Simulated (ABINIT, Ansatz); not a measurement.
Planning a run of ABINIT 10.8.3 on Li2SnF6 (P-31m). The input:

```
acell 3*1.0 Angstrom
rprim 
  4.909513934494 -0.000000000024 0.000000000000
  -2.454756967227 4.251763787517 0.000000000000
  0.000000000000 0.000000000000 4.538039080000
ntypat 3
znucl 3 50 9
natom 9
typat 1 1 2 3 3 3 3 3 3
xred 
  0.666666666667 0.333333333333 0.500000000000
  0.333333333333 0.666666666667 0.500000000000
  0.000000000000 0.000000000000 0.000000000000
  0.329091060000 0.329091060000 0.255027190000
  0.670908940000 0.670908940000 0.744972810000
  0.670908940000 0.000000000000 0.255027190000
  0.329091060000 0.000000000000 0.744972810000
  0.000000000000 0.670908940000 0.255027190000
  0.000000000000 0.329091060000 0.744972810000
pp_dirpath "pseudos"
pseudos "Li.upf, Sn.upf, F.upf"
ecut 36
ngkpt 3 3 2
nshiftk 1
shiftk 0 0 0
kptopt 1
chksymbreak 0
istwfk *1
occopt 1
irdwfk 1
optdriver 4
nband 93
gwcalctyp 0
ecutsigx 36
symsigma 1
nkptgw 2
kptgw 
  0.3333333333 0.0000000000 0.0000000000
  0.0000000000 0.0000000000 0.0000000000
bdgw 
  30 33
  29 33
ecuteps 4.2
irdscr 1
ppmodel 2
indata_prefix "in"
outdata_prefix "out"
tmpdata_prefix "tmp"
```

```sh
OMP_NUM_THREADS=1 mpirun -n 4 abinit run.abi > log
```

Estimate wall time and host memory on 4 MPI ranks of Arm Neoverse N1, shared host.

It took 16 s; on shared hardware allow 8.1 s to 33 s. Peak host memory was 0.87 GiB.

[Paths, hosts, dates, memory and timing lines, banners, echoed tables and standing remarks are left out of the program output.]

[Logs are printed without paths, hosts, clocks, repeated set-up lines and the standing remarks that a program may print on its own settings, such as how far it seeks lower states.]

[Runs of the session that timed out or met a known fault of the program may be left out.]

[No measured gap is set beside runs whose start may be inverted or whose files or cutoffs have a known fault.]

[Hosts, paths, dates, database ids (printed as entryN), source tags and the programs' standing remarks are cut or masked in the printed files.]

[G0W0 gaps are taken among the corrected bands and points alone; a level outside them can change the order at an edge.]

[Where Ansatz stands beside ABINIT at settings called matched, ABINIT's density can come from a denser mesh and the files from another edition; pairs whose starting gaps differed by over 0.03 eV were left out, so agreement reads better than it is.]
